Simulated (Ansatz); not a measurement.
# YCu2Pb2: relaxing a made-up structure, part 2 of 2

This structure for YCu2Pb2 is made up. Its elements were placed in a known structure type with a cell scaled to their sizes. What cell does the guess relax to, and how far off was it?

Ansatz 0.2.0; DFT, PBE, plane-wave PAW, files of the set soft_1, scalar-relativistic, ferromagnetic start, cell and ions relaxed at zero pressure; PAW set soft_1 (the session's first sound run).

So far: The starting structure; Relaxation of the guess. The relaxed cell has a = 4.366, c = 11.944 Å (conventional setting).

## Step 3: Electronic structure of the relaxed cell

A second self-consistent run takes a narrower smearing and the mesh shown in its input; the bands follow along the standard path of the relaxed lattice.

This step: DFT, PBE, plane-wave PAW, files of the set soft_1, scalar-relativistic, no spin, bands and density of states at the relaxed cell; PAW set soft_1 (Ansatz 0.2.0).

The input, input.yaml:

```yaml
crystal:
  lattice:
    - [-2.1828212483, 2.1828212483, 5.9720292069]
    - [2.1828212483, -2.1828212483, 5.9720292069]
    - [2.1828212483, 2.1828212483, -5.9720292069]
  atoms:
    - { symbol: Pb, position: [0.3766299154, 0.3766299154, 0.0] }
    - { symbol: Pb, position: [0.6233700846, 0.6233700846, 0.0] }
    - { symbol: "Y", position: [0.0, 0.0, 0.0] }
    - { symbol: Cu, position: [0.25, 0.75, 0.5] }
    - { symbol: Cu, position: [0.75, 0.25, 0.5] }
kpoints:
  mp_grid: { grid: [10, 10, 10] }
  band_path:
    path:
      - [[0.0, 0.0, 0.0], [-0.5, 0.5, 0.0], [-0.5, 0.5, -0.06679785], [-0.28339893, 0.28339893, -0.28339893], [0.0, 0.0, 0.0], [0.5, 0.5, -0.5], [0.28339893, 0.71660107, -0.71660107], [0.0, 0.5, -0.5], [-0.25, 0.75, -0.25], [0.06679785, 0.93320215, -0.5], [0.5, 0.5, -0.5]]
      - [[-0.5, 0.5, 0.0], [-0.25, 0.75, -0.25]]
    npoints: 7
scf:
  occupations: { method: fermi_dirac, width: 0.03 }
  n_extra_bands: 9
hamiltonian:
  xc: pbe
  pseudopotentials: { kind: paw, azcp: { folder: soft_1 } }
output:
  forces: true
  stress: true
  write_bands: true
  dos: { projected: true }
  write_density: true
  write_potential: true
  elf: true
  volumetric_format: npy
```

Run with:

```
$ ansatz run input.yaml --threads 4 --pin off --max-ram 8192MiB --backend cpu --events-out ev --progress --plain --runs-dir out
```

Numbers of over 12 decimals in the logs are rounded to 6 here.

The log of the run:

```text
[...]
Crystal: 5 atoms, lattice volume = 113.820 Å³
Basis set: ecut = 420 eV, 2227 PW (Γ), exchange–correlation on 90×90×90 points (8 copies of the dense FFT grid, shifted against one another)
Bands: 48, of which v1, the nominal top of the filled ones, is band 39 counted from 1 (38 counted from 0)
Symmetry: 16 space group operations
[...]
k-points: 102 of 1000
[...]
SCF iter   1: F=—  HF=-40918.965876 eV  |F-HF|=—  |Δ(HF+E_count)|=         —  Δρ=1.17e-1  dr2=1.86e1  ethr=3.10e-3  ⟨swp⟩=7.1  Hψ=19209  notcnv=0
[...]
SCF iter  10: F=-40916.784900 eV  HF=-40916.784900 eV  |F-HF|=1.24e-8  |Δ(HF+E_count)|=   1.19e-8  Δρ=4.41e-6  dr2=4.06e-8  ethr=1.30e-10  ⟨swp⟩=16.7  Hψ=35551  notcnv=0
SCF 1 converged in 10 iterations: F = -40916.784900 eV  dr2 = 4.06e-8
[...]
NSCF: frozen V_eff on 79 k-points
SCF converged after 10 iterations
Free energy (F): -40916.784900 eV
[...]
Internal energy: -40916.781504 eV  (E = F + TS)
E sigma→0 (E₀):  -40916.783202 eV
Entropy (-TS):   -0.003395 eV (-0.679 meV/atom)
Fermi energy:    12.255090 eV
[...]
--- Forces (eV/Å), atoms counted from 1 ---
  atom   1  Pb     0.00000000     0.00000000    -0.01409518
  atom   2  Pb     0.00000000     0.00000000     0.01409518
  atom   3  Y      0.00000000     0.00000000    -0.00000000
  atom   4  Cu    -0.00000000    -0.00000000     0.00000000
  atom   5  Cu    -0.00000000    -0.00000000     0.00000000
  max |Σ_I F_I| component: 1.04e-17 eV/Å
--- Stress (GPa, compression-positive) ---
        0.000401       0.000000       0.000000
        0.000000       0.000401       0.000000
        0.000000       0.000000      -0.079023
  P = ⅓ Tr σ = -0.0261 GPa (-0.261 kbar)
--- Band table (eV; the first three rows and the last of 102) ---
  k-point 0: bands = [... 35 lower, 11.1224, 11.1224, 11.9699, 13.4179, 13.4179, 14.0670, 14.1404, 14.3465, ... 5 higher]
  k-point 1: bands = [... 35 lower, 10.7903, 11.0518, 11.6501, 12.1622, 13.7917, 14.1257, 14.4285, 14.7429, ... 5 higher]
  k-point 2: bands = [... 35 lower, 10.4630, 10.7763, 11.1211, 11.2843, 14.0989, 14.1710, 14.3828, 14.8220, ... 5 higher]
  k-point 101: bands = [... 35 lower, 11.0716, 11.5628, 12.0010, 12.4228, 13.2592, 13.2592, 13.4010, 14.1361, ... 5 higher]
```

Run time: 11 s. Hardware: 4 threads of Arm Neoverse V2, shared host; peak memory 0.76 GiB.

In the SCF lines HF is the Harris–Foulkes energy and dr2 the Hartree energy of the density residual, in eV; the loop may stop once dr2 is under the threshold and the program's other checks hold. Hψ counts applications of the Hamiltonian.

This step gave:

- free energy: -40916.7849 eV
- energy at zero smearing: -40916.7832 eV
- smearing term TS: 0.003395 eV
- Fermi energy: 12.26 eV
- pressure: -0.02607 GPa

bands.tsv at the labelled points (eV, zero at the Fermi level; the bands that come nearest the Fermi level along the path):

```
point  band 36  band 37  band 38  band 39  band 40  band 41  band 42  band 43
    Γ    -1.13    -1.13    -0.29     1.16     1.16     1.81     1.89     2.09
    X    -2.26    -2.08    -2.00    -1.94     0.80     1.55     2.59     2.61
    Y    -2.07    -2.03    -1.91    -1.80     0.70     1.64     2.31     2.79
    S    -1.88    -1.07    -0.76     0.90     1.65     1.74     2.20     2.26
    Γ    -1.13    -1.13    -0.29     1.16     1.16     1.81     1.89     2.09
    Z    -1.18    -0.69    -0.25     0.17     1.00     1.00     1.15     1.88
   S1    -1.88    -1.07    -0.76     0.90     1.65     1.74     2.20     2.26
    N    -2.50    -0.69    -0.06     0.00     1.64     1.75     1.77     2.37
    P    -2.17    -2.17    -1.98    -1.98     0.04     2.59     2.59     2.69
   Y1    -2.07    -2.03    -1.91    -1.80     0.70     1.64     2.31     2.79
    Z    -1.18    -0.69    -0.25     0.17     1.00     1.00     1.15     1.88
    X    -2.26    -2.08    -2.00    -1.94     0.80     1.55     2.59     2.61
    P    -2.17    -2.17    -1.98    -1.98     0.04     2.59     2.59     2.69
```

Counts of states for the cell as run, both spins, by energy window (eV from the Fermi level):

```
from  to  total
  -8  -7   0.01
  -7  -6   0.00
  -6  -5   0.04
  -5  -4   2.96
  -4  -3  10.57
  -3  -2   9.87
  -2  -1   3.36
  -1   0   2.21
   0   1   2.11
   1   2   3.35
   2   3   5.21
   3   4   3.45
```

Below -8 eV lie 48.0 more states.

ELF in the ac plane of the conventional cell at fractional y = 0.000, with atoms of Pb and Y and Cu within 0.2 Å of it. It is the smooth field of the valence electrons, not physical close to the nuclei.

Ten even steps from '_' (0.02) to '@' (0.84), each cell a mean:
```
%%@@@@==__..::::..__..##@@@@
%%##==....::::::::..__::++%%
....__..::--------::..____..
____..::::::::::::::::::..__
....::::............::::....
::::::::....==**::....::::::
------::....--==::..::------
----==--::........::--====--
__..--====--::::----====::__
__..--======------======--__
--========----::--========--
------------::::::----------
------==----::::::--==------
::--======--------========--
__..--======------======::__
__..--==--::::::::----==--..
======--::..........::--====
------::....==**::....::----
....::::....--==::....::::..
__....::::........::::::....
____..::::::::::::::::..____
--::......::------::......--
@@@@**::__..::::::....==%%@@
**@@@@++..__::::..__::##@@%%
```
Columns run along a (4.4 Å), rows up along c (11.9 Å), edges of the conventional cell, whose origin can differ from the input's. Atoms in or near the plane, at fractional coordinates: Pb at (0.00, 0.38), Pb at (0.00, 0.62), Y at (0.00, 0.00), Cu at (0.50, 0.25), Cu at (0.50, 0.75).

Electrostatic potential energy in the ac plane of the conventional cell at fractional y = 0.000, with atoms of Pb and Y and Cu within 0.2 Å of it. With pseudopotentials it is smooth inside the atoms' cores, unlike the true potential.

Ten even steps from '0' (-46 eV) to '9' (15 eV), each cell a mean:
```
00378999998520
45789999999864
88999999999998
99999999999999
99999743589999
99997200048999
88997300158988
33688866788743
33369999998523
32379999998523
45789999999864
88999999999998
78999999999988
23589999999743
43369999998423
32379999998523
45788643578864
99997200048999
99997300158999
99999866799999
99999999999999
78899999999988
23689999998742
00268999998510
```
Columns run along a (4.4 Å; values clipped at the 3rd and 97th percentile), rows up along c (11.9 Å), edges of the conventional cell, whose origin can differ from the input's. Atoms in or near the plane, at fractional coordinates: Pb at (0.00, 0.38), Pb at (0.00, 0.62), Y at (0.00, 0.00), Cu at (0.50, 0.25), Cu at (0.50, 0.75).

Valence density in the ac plane of the conventional cell at fractional y = 0.000, with atoms of Pb and Y and Cu within 0.2 Å of it. It is the smooth field of the valence electrons, not physical close to the nuclei.

Values in e/Å³, 24 rows by 14 columns, each cell a mean:
```
 3  3  2  0  0  0  0  0  0  0  0  1  2  3
 1  1  0  0  0  0  0  0  0  0  0  0  1  1
 0  0  0  0  0  0  0  0  0  0  0  0  0  0
 0  0  0  0  0  0  0  0  0  0  0  0  0  0
 0  0  0  0  0  1  3  3  2  0  0  0  0  0
 0  0  0  0  1  5 30 48 15  2  0  0  0  0
 0  0  0  0  1  3 18 28  9  1  0  0  0  0
 3  2  1  0  0  0  1  1  1  0  0  1  1  2
 7  5  2  1  0  0  0  0  0  0  0  1  3  6
 6  4  2  1  0  0  0  0  0  0  0  1  3  5
 2  1  1  0  0  0  0  0  0  0  0  0  1  1
 0  0  0  0  0  0  0  0  0  0  0  0  0  0
 1  0  0  0  0  0  0  0  0  0  0  0  0  0
 3  2  1  0  0  0  0  0  0  0  0  1  1  3
 7  5  2  1  0  0  0  0  0  0  0  1  3  6
 6  4  2  1  0  0  0  0  0  0  0  1  3  5
 1  1  1  0  0  1  3  3  2  1  0  0  1  1
 0  0  0  0  1  5 30 48 15  2  0  0  0  0
 0  0  0  0  1  3 18 28  9  1  0  0  0  0
 0  0  0  0  0  0  1  1  1  0  0  0  0  0
 0  0  0  0  0  0  0  0  0  0  0  0  0  0
 0  0  0  0  0  0  0  0  0  0  0  0  0  0
 2  2  1  0  0  0  0  0  0  0  0  0  1  2
 3  3  2  1  0  0  0  0  0  0  0  1  3  3
```
Columns run along a (4.4 Å), rows up along c (11.9 Å), edges of the conventional cell, whose origin can differ from the input's. Atoms in or near the plane, at fractional coordinates: Pb at (0.00, 0.38), Pb at (0.00, 0.62), Y at (0.00, 0.00), Cu at (0.50, 0.25), Cu at (0.50, 0.75).

## Step 4: Results

- space group, relaxed: I4/mmm
- conventional cell: a = 4.366, b = 4.366, c = 11.944 Å; α = 90.0°, β = 90.0°, γ = 90.0°
- volume per atom: 22.76 Å³ (guess 22.53)
- total moment: 0.00 μB in the cell of 5 atoms

YCu2Pb2 relaxes to I4/mmm with a = 4.366, b = 4.366 and c = 11.944 Å. The guessed volume was near the relaxed one. The space group I4/mmm was held in the relaxation, so the end point is a stationary structure within it and may be a saddle against distortions or other arrangements. The moments died out from this one start and weren't seeded again at the relaxed cell. Bands cross the Fermi level, so it is a metal or semimetal at this level. The electron count is odd, which forces that without spin polarisation or a larger cell. On the 10×10×10 mesh with the narrower smearing (relaxed on 9×9×9) the largest force component is 0.014 eV/Å and the largest stress component is 0.079 GPa, against the relaxation's thresholds of 0.015 eV/Å and 0.05 GPa. The cutoff wasn't tested. Spin-orbit coupling is left out, which can matter for elements this heavy. No dispersion term is used, so weakly bound directions may come out too long. Nothing here tests whether the compound is stable against decomposition.

[Logs are printed without paths, hosts, clocks, repeated set-up lines and the standing remarks that a program may print on its own settings, such as how far it seeks lower states.]

[Hosts, paths, dates, database ids (printed as entryN), source tags and the programs' standing remarks are cut or masked in the printed files.]
